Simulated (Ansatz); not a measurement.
# BaPbO3 (model cell, started as cubic perovskite with Pb in the octahedra): following an unstable mode, part 2 of 3

Aim: this structure of BaPbO3 (model cell, started as cubic perovskite with Pb in the octahedra) is to be tested for unstable modes, and one is followed downhill.

Ansatz 0.2.0; DFT PBEsol, scalar-relativistic, plane waves, PAW; PAW set soft_1.

So far, highest frequency on the path or at a solved wavevector (cm⁻¹): step 2 (phonons on a q mesh) 660. Also lowest frequency on the path (cm⁻¹): step 2 -163.

The structure was built from a prototype and need not be the compound's stable phase.

**3. The mode frozen in, largest atomic shift 0 Å**

The mode followed lies at q = (-0.5, -0.5, -0.5) with frequency 163.4i cm⁻¹ and is 3-fold degenerate, the softest among the wavevectors solved. At small amplitude the distorted cell has space group no. 140 by a symmetry search on the positions. The undistorted cell that holds it gives the zero of energy on the same k mesh.

System of this step: BaPbO3 (model cell, started as cubic perovskite with Pb in the octahedra). Symmetry: Pm-3m, No. 221, cubic system. The conventional cell has a = 4.281 Å, b = 4.281 Å, c = 4.281 Å, α = 90.00°, β = 90.00°, γ = 90.00°. Nearest to Ba lie 12 O at 3.03 Å. Nearest to Pb lie 6 O at 2.14 Å. O has 2 Pb at 2.14 Å and 4 Ba at 3.03 Å nearest. Farther neighbours and most contacts between anions are not listed.

The input, input.yaml:

```yaml
crystal:
  lattice:
    - [4.2810551391, 4.2810551391, 0.0]
    - [4.2810551391, 0.0, 4.2810551391]
    - [4.2810551391, 0.0, -4.2810551391]
  atoms:
    - { symbol: Ba, position: [0.0, 0.0, 1.0] }
    - { symbol: Ba, position: [0.0, 0.5, 0.5] }
    - { symbol: Pb, position: [0.5, 0.25, 0.75] }
    - { symbol: Pb, position: [0.5, 0.75, 0.25] }
    - { symbol: O, position: [0.5, 0.5, 0.5] }
    - { symbol: O, position: [0.5, 0.0, 0.0] }
    - { symbol: O, position: [0.0, 0.0, 0.5] }
    - { symbol: O, position: [0.0, 0.5, 0.0] }
    - { symbol: O, position: [0.5, 0.0, 0.5] }
    - { symbol: O, position: [0.5, 0.5, 0.0] }
kpoints:
  mp_grid: { grid: [8, 8, 8] }
hamiltonian:
  xc: pbesol
  pseudopotentials: { kind: paw, azcp: { folder: soft_1 }, xc_functional: pbe }
scf:
  occupations: { method: methfessel_paxton, width: 0.2 }
output:
  forces: true
  stress: true
  eigenvalues: true
```

Started as:

```
$ ansatz run input.yaml --threads 4 --pin off --max-ram 16384MiB --backend cpu --events-out ev --progress --plain --runs-dir out
```

Numbers of over 12 decimals in the logs are rounded to 6 here.

The program printed:

```text
[...]
Crystal: 10 atoms, lattice volume = 156.922 Å³
Basis set: ecut = 420 eV, 3119 PW (Γ), exchange–correlation on 90×90×90 points (8 copies of the dense FFT grid, shifted against one another)
Bands: 52, of which v1, the nominal top of the filled ones, is band 42 counted from 1 (41 counted from 0)
Symmetry: 96 space group operations
[...]
k-points: 29 of 512
[...]
k-point 0: bands = [... 38 lower, 9.0644, 9.0644, 9.0644, 9.1362, 9.1362, 13.8028, 13.8028, 13.9136, ... 6 higher]
  k-point 1: bands = [... 38 lower, 8.8617, 8.8617, 9.0258, 9.0448, 9.0448, 13.9237, 13.9722, 13.9722, ... 6 higher]
  k-point 2: bands = [... 38 lower, 8.5459, 8.9174, 8.9198, 8.9198, 9.6559, 13.6767, 14.4105, 14.4105, ... 6 higher]
  k-point 28: bands = [... 38 lower, 8.4334, 8.4334, 8.6712, 8.6712, 13.0168, 13.0168, 15.7468, 15.7468, ... 6 higher]
[key lines of the parts left out:]
SCF converged after 10 iterations
Free energy (F): -38606.999784 eV
Fermi energy:    9.133226 eV
P = ⅓ Tr σ = 0.0365 GPa (0.365 kbar)
```

Elapsed: 5.5 s, on 4 threads of Arm Neoverse V1, shared host; peak memory 0.63 GiB.

Numbers from this step:

```yaml
pressure: 0.03652 GPa
energy_from_the_undistorted_cell: 0 meV/atom
```

The run ends at a pressure of 0.04 GPa.

**4. The mode frozen in, largest atomic shift 0.45 Å**

The atoms are moved along the unstable eigenvector, the largest shift by 0.45 Å, with the cell fixed.

input.yaml, the sections that differ from step 3:

```yaml
crystal:
  lattice:
    - [4.2810551391, 4.2810551391, 0.0]
    - [4.2810551391, 0.0, 4.2810551391]
    - [4.2810551391, 0.0, -4.2810551391]
  atoms:
    - { symbol: Ba, position: [0.0, 0.0, 1.0] }
    - { symbol: Ba, position: [0.0, 0.5, 0.5] }
    - { symbol: Pb, position: [0.5, 0.25, 0.75] }
    - { symbol: Pb, position: [0.5, 0.75, 0.25] }
    - { symbol: O, position: [0.5, 0.4474428633, 0.4474428633] }
    - { symbol: O, position: [0.5, 0.0525571367, 0.0525571367] }
    - { symbol: O, position: [0.0, 0.0, 0.5] }
    - { symbol: O, position: [0.0, 0.5, 0.0] }
    - { symbol: O, position: [0.5, -0.0525571367, 0.5525571367] }
    - { symbol: O, position: [0.5, 0.5525571367, -0.0525571367] }
# kpoints, hamiltonian, scf, output: as in step 3
```

The program printed:

```text
[...]
Crystal: 10 atoms, lattice volume = 156.922 Å³
Basis set: ecut = 420 eV, 3119 PW (Γ), exchange–correlation on 90×90×90 points (8 copies of the dense FFT grid, shifted against one another)
Bands: 52, of which v1, the nominal top of the filled ones, is band 42 counted from 1 (41 counted from 0)
Symmetry: 16 space group operations
[...]
k-points: 59 of 512
[...]
k-point 0: bands = [... 38 lower, 8.7227, 8.7873, 8.7873, 8.9618, 8.9932, 13.8527, 13.9273, 13.9994, ... 6 higher]
  k-point 1: bands = [... 38 lower, 8.6241, 8.6778, 8.7690, 8.8356, 9.2291, 13.8665, 14.0010, 14.1780, ... 6 higher]
  k-point 2: bands = [... 38 lower, 8.4950, 8.5051, 8.7203, 8.7217, 9.7523, 13.3779, 14.3926, 14.6754, ... 6 higher]
  k-point 58: bands = [... 38 lower, 8.3237, 8.3237, 8.7372, 8.9671, 12.3448, 13.4698, 15.0359, 15.1519, ... 6 higher]
[key lines of the parts left out:]
SCF converged after 10 iterations
Free energy (F): -38607.248276 eV
Fermi energy:    8.953355 eV
P = ⅓ Tr σ = -0.2370 GPa (-2.370 kbar)
```

The job ended after 11 s (4 threads; peak memory 0.75 GiB; 45 s of CPU time).

Numbers from this step:

- pressure: -0.2370 GPa
- energy from the undistorted cell: -25.07 meV/atom

The energy, extrapolated to zero smearing, is -25.07 meV/atom against the undistorted cell.

The run ends at a pressure of -0.24 GPa, with forces up to 0.034 eV/Å.

**5. Energy along the mode, all amplitudes (two of the runs are shown above)**

An imaginary frequency means negative curvature, so the energy should fall and then rise again as anharmonic terms take over.

Numbers from this step:

- depth at the lowest point sampled: 25.07 meV/atom
- largest atomic shift at that point: 0.45 Å

Table of energy from the parent by largest atomic shift:

| largest atomic shift (Å) | energy from the parent (meV/atom) |
| --- | --- |
| 0.000 | 0 |
| 0.040 | -0.467 |
| 0.080 | -1.83 |
| 0.140 | -5.34 |
| 0.220 | -11.8 |
| 0.320 | -20.3 |
| 0.450 | -25.1 |
| 0.600 | -9.36 |

Displacement at unit largest shift by atom:

| atom | x (Å) | y (Å) | z (Å) | size |
| --- | --- | --- | --- | --- |
| Ba1 | 0.00 | 0.00 | 0.00 | 0.00 |
| Ba2 | 0.00 | 0.00 | 0.00 | 0.00 |
| Pb3 | 0.00 | 0.00 | 0.00 | 0.00 |
| Pb4 | 0.00 | 0.00 | 0.00 | 0.00 |
| O5 | -1.00 | 0.00 | 0.00 | 1.00 |
| O6 | 1.00 | 0.00 | 0.00 | 1.00 |
| O7 | 0.00 | 0.00 | 0.00 | 0.00 |
| O8 | 0.00 | 0.00 | 0.00 | 0.00 |
| O9 | 0.00 | 0.00 | -1.00 | 1.00 |
| O10 | 0.00 | 0.00 | 1.00 | 1.00 |

The lowest of the steps tried is at 0.45 Å, 25.1 meV/atom below the parent; the bottom of the well need not coincide with a step.

**6. Relaxation from the frozen mode**

Starting from the lowest point found, all atoms and the cell are let go, so that strain and other modes of the same symmetry can join in.

Edit input.yaml of step 4 so:

```diff
@@ -27 +27,6 @@
   eigenvalues: true
+relax:
+  adjacent_minimum: "off"
+  f_tol: 0.002
+  max_steps: 120
+  cell: { stress_tol: 0.03 }
```

The program printed:

```text
[...]
Crystal: 10 atoms, lattice volume = 156.922 Å³
Basis set: ecut = 420 eV, 3119 PW (Γ), exchange–correlation on 90×90×90 points (8 copies of the dense FFT grid, shifted against one another)
Bands: 52, of which v1, the nominal top of the filled ones, is band 42 counted from 1 (41 counted from 0)
Symmetry: 16 space group operations
[...]
k-points: 59 of 512
[...]
SCF iter   1: F=—  HF=-38610.704073 eV  |F-HF|=—  |Δ(HF+E_count)|=         —  Δρ=5.94e-2  dr2=8.71e0  ethr=3.10e-3  ⟨swp⟩=14.4  Hψ=18831  notcnv=0
[...]
SCF iter  10: F=-38607.248276 eV  HF=-38607.248276 eV  |F-HF|=2.50e-9  |Δ(HF+E_count)|=   2.38e-8  S|Δr|=    0.00e0  Δρ=4.58e-6  dr2=5.45e-8  ethr=1.19e-10  ⟨swp⟩=20.7  Hψ=22940  notcnv=0
SCF 1 converged in 10 iterations: F = -38607.248276 eV  dr2 = 5.45e-8
[...]
relax step   1: F+E_penalty+E_count = -38607.24827590 eV  Δ(F+E_penalty+E_count) = +0.000e0 eV  max|allowed force component| = 3.370e-2 eV/Å  Δτ_max = 0.0000 Å  P = -0.237 GPa  Ω = 156.922 Å³  (10 SCF iters, dr2 threshold 1.00e-7 eV, accepted)
Crystal: 10 atoms, lattice volume = 155.845 Å³
Basis set: ecut = 420 eV, 3047 PW (Γ), exchange–correlation on 90×90×90 points (8 copies of the dense FFT grid, shifted against one another)
[...]
SCF iter   6: F=-38607.282449 eV  HF=-38607.282449 eV  |F-HF|=4.10e-9  |Δ(HF+E_count)|=   3.92e-7  S|Δr|=    0.00e0  Δρ=1.25e-5  dr2=2.46e-7  ethr=1.19e-9  ⟨swp⟩=10.9  Hψ=16300  notcnv=0
SCF 2 converged in 6 iterations: F = -38607.282449 eV  dr2 = 2.46e-7
relax step   2: F+E_penalty+E_count = -38607.28244896 eV  Δ(F+E_penalty+E_count) = -3.417e-2 eV  max|allowed force component| = 9.427e-3 eV/Å  Δτ_max = 0.0138 Å  P = +0.339 GPa  Ω = 155.845 Å³  energy of the carried Pulay correction = +2.259e-3 eV  (6 SCF iters, dr2 threshold 1.00e-6 eV, accepted)
Crystal: 10 atoms, lattice volume = 156.759 Å³
Basis set: ecut = 420 eV, 3055 PW (Γ), exchange–correlation on 90×90×90 points (8 copies of the dense FFT grid, shifted against one another)
[...]
SCF iter   5: F=-38607.283602 eV  HF=-38607.283603 eV  |F-HF|=1.61e-7  |Δ(HF+E_count)|=   3.02e-7  S|Δr|=    0.00e0  Δρ=2.06e-5  dr2=9.29e-7  ethr=1.19e-9  ⟨swp⟩=8.9  Hψ=18426  notcnv=0
SCF 3 converged in 5 iterations: F = -38607.283602 eV  dr2 = 9.29e-7
relax step   3: F+E_penalty+E_count = -38607.28360245 eV  Δ(F+E_penalty+E_count) = -1.153e-3 eV  max|allowed force component| = 1.220e-2 eV/Å  Δτ_max = 0.0024 Å  P = -0.417 GPa  Ω = 156.759 Å³  energy of the carried Pulay correction = +3.394e-4 eV  (5 SCF iters, dr2 threshold 1.00e-6 eV, accepted)
[...]
relax step   4: F+E_penalty+E_count = -38607.28583290 eV  Δ(F+E_penalty+E_count) = -2.230e-3 eV  max|allowed force component| = 2.215e-3 eV/Å  Δτ_max = 0.0047 Å  P = +0.062 GPa  Ω = 156.104 Å³  energy of the carried Pulay correction = +1.714e-3 eV  (5 SCF iters, dr2 threshold 7.51e-7 eV, accepted)
[...]
relax step   5: F+E_penalty+E_count = -38607.28567201 eV  Δ(F+E_penalty+E_count) = +1.609e-4 eV  max|allowed force component| = 9.716e-4 eV/Å  Δτ_max = 0.0006 Å  P = -0.003 GPa  Ω = 156.195 Å³  energy of the carried Pulay correction = +1.524e-3 eV  (5 SCF iters, dr2 threshold 1.94e-8 eV, accepted)
[...]
relax step   6: F+E_penalty+E_count = -38607.28564830 eV  Δ(F+E_penalty+E_count) = +2.371e-5 eV  max|allowed force component| = 1.170e-3 eV/Å  Δτ_max = 0.0000 Å  P = -0.004 GPa  Ω = 156.195 Å³  stress off target by 9.77e-2 GPa  SCF on the basis re-selected at this cell (its energy is not comparable with the rows above)  (6 SCF iters)
[...]
relax step   7: F+E_penalty+E_count = -38607.28571905 eV  Δ(F+E_penalty+E_count) = -7.074e-5 eV  max|allowed force component| = 2.143e-4 eV/Å  Δτ_max = 0.0008 Å  P = +0.000 GPa  Ω = 156.179 Å³  energy of the carried Pulay correction = +2.092e-5 eV  (5 SCF iters, dr2 threshold 2.39e-8 eV, accepted)
[...]
SCF iter   6: F=-38607.285674 eV  HF=-38607.285674 eV  |F-HF|=7.28e-12  |Δ(HF+E_count)|=  2.91e-11  S|Δr|=    0.00e0  Δρ=4.96e-8  dr2=5.76e-12  ethr=1.00e-12  ⟨swp⟩=10.3  Hψ=15793  notcnv=0
SCF 8 converged in 6 iterations: F = -38607.285674 eV  dr2 = 5.76e-12
relax step   8: F+E_penalty+E_count = -38607.28567417 eV  Δ(F+E_penalty+E_count) = +4.487e-5 eV  max|allowed force component| = 2.117e-4 eV/Å  Δτ_max = 0.0000 Å  P = +0.000 GPa  Ω = 156.179 Å³  stress off target by 3.61e-3 GPa  SCF on the basis re-selected at this cell (its energy is not comparable with the rows above)  (6 SCF iters)
[...]
SCF converged after 6 iterations
[...]
Free energy (F): -38607.285674 eV
[...]
Internal energy: -38607.314958 eV  (E = F + TS)
E sigma→0 (E₀):  -38607.292995 eV
Entropy (-TS):   0.029284 eV (2.928 meV/atom)
Fermi energy:    9.001643 eV
[...]
--- Forces (eV/Å), atoms counted from 1 ---
  atom   1  Ba     0.00000000     0.00000000    -0.00000000
  atom   2  Ba    -0.00000000    -0.00000000     0.00000000
  atom   3  Pb     0.00000000     0.00000000     0.00000000
  atom   4  Pb     0.00000000     0.00000000     0.00000000
  atom   5  O     -0.00021169    -0.00000000    -0.00000000
  atom   6  O      0.00021169     0.00000000     0.00000000
  atom   7  O      0.00000000     0.00000000    -0.00000000
  atom   8  O      0.00000000    -0.00000000     0.00000000
  atom   9  O      0.00000000    -0.00000000    -0.00021169
  atom  10  O      0.00000000     0.00000000     0.00021169
  max |Σ_I F_I| component: 3.47e-18 eV/Å
--- Stress (GPa, compression-positive) ---
       -0.001560      -0.000000       0.000000
       -0.000000       0.003614       0.000000
        0.000000       0.000000      -0.001560
  P = ⅓ Tr σ = 0.0002 GPa (0.002 kbar)
--- Band table (eV; the first three rows and the last of 59) ---
  k-point 0: bands = [... 38 lower, 8.8136, 8.8545, 8.8545, 9.0025, 9.0873, 13.8246, 13.9600, 14.0954, ... 6 higher]
  k-point 1: bands = [... 38 lower, 8.7157, 8.7333, 8.8407, 8.8838, 9.3368, 13.9258, 13.9782, 14.2583, ... 6 higher]
  k-point 2: bands = [... 38 lower, 8.5661, 8.5759, 8.7669, 8.8006, 9.8657, 13.4430, 14.3764, 14.7653, ... 6 higher]
  k-point 58: bands = [... 38 lower, 8.4692, 8.4692, 8.8272, 9.0063, 12.2321, 13.6408, 15.0068, 15.0250, ... 6 higher]
--- Relaxed structure (6 steps of the walk, 6 accepted, 2 SCFs on fresh bases) ---
  F+E_penalty+E_count = -38607.28567417 eV   max|allowed force component| = 2.117e-4 eV/Å   (the final SCF, on the basis selected at the relaxed cell)
  cell:  # Å, volume = 156.1791 Å³
    - [4.233864, 4.356315, 0.0]
    - [4.233864, 0.0, 4.233864]
    - [4.233864, 0.0, -4.233864]
  atoms:
    - { symbol: Ba, position: [0, 0.0, 1.0] }
    - { symbol: Ba, position: [0, 0.5, 0.5] }
    - { symbol: Pb, position: [0.500000, 0.250000, 0.750000] }
    - { symbol: Pb, position: [0.500000, 0.75, 0.25] }
    - { symbol: O, position: [0.500000, 0.444841, 0.444841] }
    - { symbol: O, position: [0.500000, 0.055159, 0.055159] }
    - { symbol: O, position: [0, 0.0, 0.5] }
    - { symbol: O, position: [0, 0.5, 0.0] }
    - { symbol: O, position: [0.500000, -0.055159, 0.555159] }
    - { symbol: O, position: [0.500000, 0.555159, -0.055159] }
```

The job ended after 72 s (4 threads; peak memory 0.79 GiB; 4.7 min of CPU time).

Relaxation path:

| step | energy less that of the first step (eV) | largest force component (eV/Å) | pressure (GPa) | volume (Å³) |
| --- | --- | --- | --- | --- |
| 1 | 0.0000 | 0.0337 | -0.24 | 156.92 |
| 2 | -0.0342 | 0.0094 | 0.34 | 155.84 |
| 3 | -0.0353 | 0.0122 | -0.42 | 156.76 |
| 4 | -0.0376 | 0.0022 | 0.06 | 156.10 |
| 5 | -0.0374 | 0.0010 | 0.00 | 156.19 |
| 6* | -0.0374 | 0.0012 | 0.00 | 156.19 |
| 7 | -0.0374 | 0.0002 | 0.00 | 156.18 |
| 8* | -0.0374 | 0.0002 | 0.00 | 156.18 |

Relaxation steps marked * repeat the geometry before them on a plane-wave basis chosen anew for their cell, so energy and pressure can jump there.

The run keeps the 16 symmetry operations that it works with, so distortions that break them were not tested.

| conventional cell, symmetrised | before | after | change |
| --- | --- | --- | --- |
| a (Å) | 6.054 | 5.988 | -1.1 % |
| b (Å) | 6.054 | 5.988 | -1.1 % |
| c (Å) | 8.562 | 8.713 | +1.8 % |
| volume (Å³/atom) | 15.69 | 15.62 | -0.5 % |

The atoms that moved most (Å, as changes of fractional coordinates times the final cell):

| atom | dx | dy | dz | length |
| --- | --- | --- | --- | --- |
| O6 | 0.022 | 0.000 | 0.000 | 0.022 |
| O9 | 0.000 | 0.000 | -0.022 | 0.022 |
| O10 | 0.000 | 0.000 | 0.022 | 0.022 |
| O5 | -0.022 | 0.000 | 0.000 | 0.022 |

Numbers from this step:

| Quantity | Value |
| --- | --- |
| pressure | 1.65e-4 GPa |
| volume per atom | 15.62 Å³ |

The distorted start has space group I4/mcm; the relaxation ends in I4/mcm.

**7. The new phase in its own primitive cell**

The relaxed structure is symmetrised, reduced to its primitive cell and relaxed tightly, as its phonons need.

input.yaml, the sections that differ from step 6:

```yaml
crystal:
  lattice:
    - [-2.9937939271, 2.9937939271, 4.3563145382]
    - [2.9937939271, -2.9937939271, 4.3563145382]
    - [2.9937939271, 2.9937939271, -4.3563145382]
  atoms:
    - { symbol: Ba, position: [0.75, 0.25, 0.5] }
    - { symbol: Ba, position: [0.25, 0.75, 0.5] }
    - { symbol: Pb, position: [0.0, 0.0, 0.0] }
    - { symbol: Pb, position: [0.5, 0.5, 0.0] }
    - { symbol: O, position: [0.3051591315, 0.8051591315, 0.110318263] }
    - { symbol: O, position: [0.6948408685, 0.1948408685, 0.889681737] }
    - { symbol: O, position: [0.25, 0.25, 0.0] }
    - { symbol: O, position: [0.75, 0.75, 0.0] }
    - { symbol: O, position: [0.1948408685, 0.3051591315, 0.5] }
    - { symbol: O, position: [0.8051591315, 0.6948408685, 0.5] }
relax:
  adjacent_minimum: "off"
  f_tol: 0.001
  max_steps: 60
  cell: { stress_tol: 0.01 }
# kpoints, hamiltonian, scf, output: as in step 6
```

The program printed:

```text
[...]
Crystal: 10 atoms, lattice volume = 156.179 Å³
Basis set: ecut = 420 eV, 3055 PW (Γ), exchange–correlation on 90×90×90 points (8 copies of the dense FFT grid, shifted against one another)
Bands: 52, of which v1, the nominal top of the filled ones, is band 42 counted from 1 (41 counted from 0)
Symmetry: 16 space group operations
[...]
k-points: 59 of 512
[...]
- { symbol: Pb, position: [0.0, 0.0, 0.0] }
    - { symbol: Pb, position: [0.500000, 0.500000, 0.0] }
    - { symbol: O, position: [0.305159, 0.805159, 0.110318] }
    - { symbol: O, position: [0.694841, 0.194841, 0.889682] }
    - { symbol: O, position: [0.250000, 0.250000, 0.0] }
    - { symbol: O, position: [0.75, 0.75, 0.0] }
    - { symbol: O, position: [0.1948408685, 0.3051591315, 0.5] }
    - { symbol: O, position: [0.8051591315, 0.6948408685, 0.500000] }
[key lines of the parts left out:]
SCF converged after 7 iterations
Free energy (F): -38607.285674 eV
Fermi energy:    9.001643 eV
P = ⅓ Tr σ = 0.0002 GPa (0.002 kbar)
```

The job ended after 21 s (4 threads; peak memory 0.78 GiB; 84 s of CPU time).

Little changed from the start: no atom moved by 0.005 Å and no cell edge by 0.1 %.

This step gave:

```yaml
pressure: 1.64e-4 GPa
```

The largest force component left is 0.15 meV/Å and the pressure is 0.000 GPa, within the tolerances set. The cell now holds 15.62 Å³/atom.

[end of part 2 of 3]

[Logs are printed without paths, hosts, clocks, repeated set-up lines and the standing remarks that a program may print on its own settings, such as how far it seeks lower states.]

[Hosts, paths, dates, database ids (printed as entryN), source tags and the programs' standing remarks are cut or masked in the printed files.]
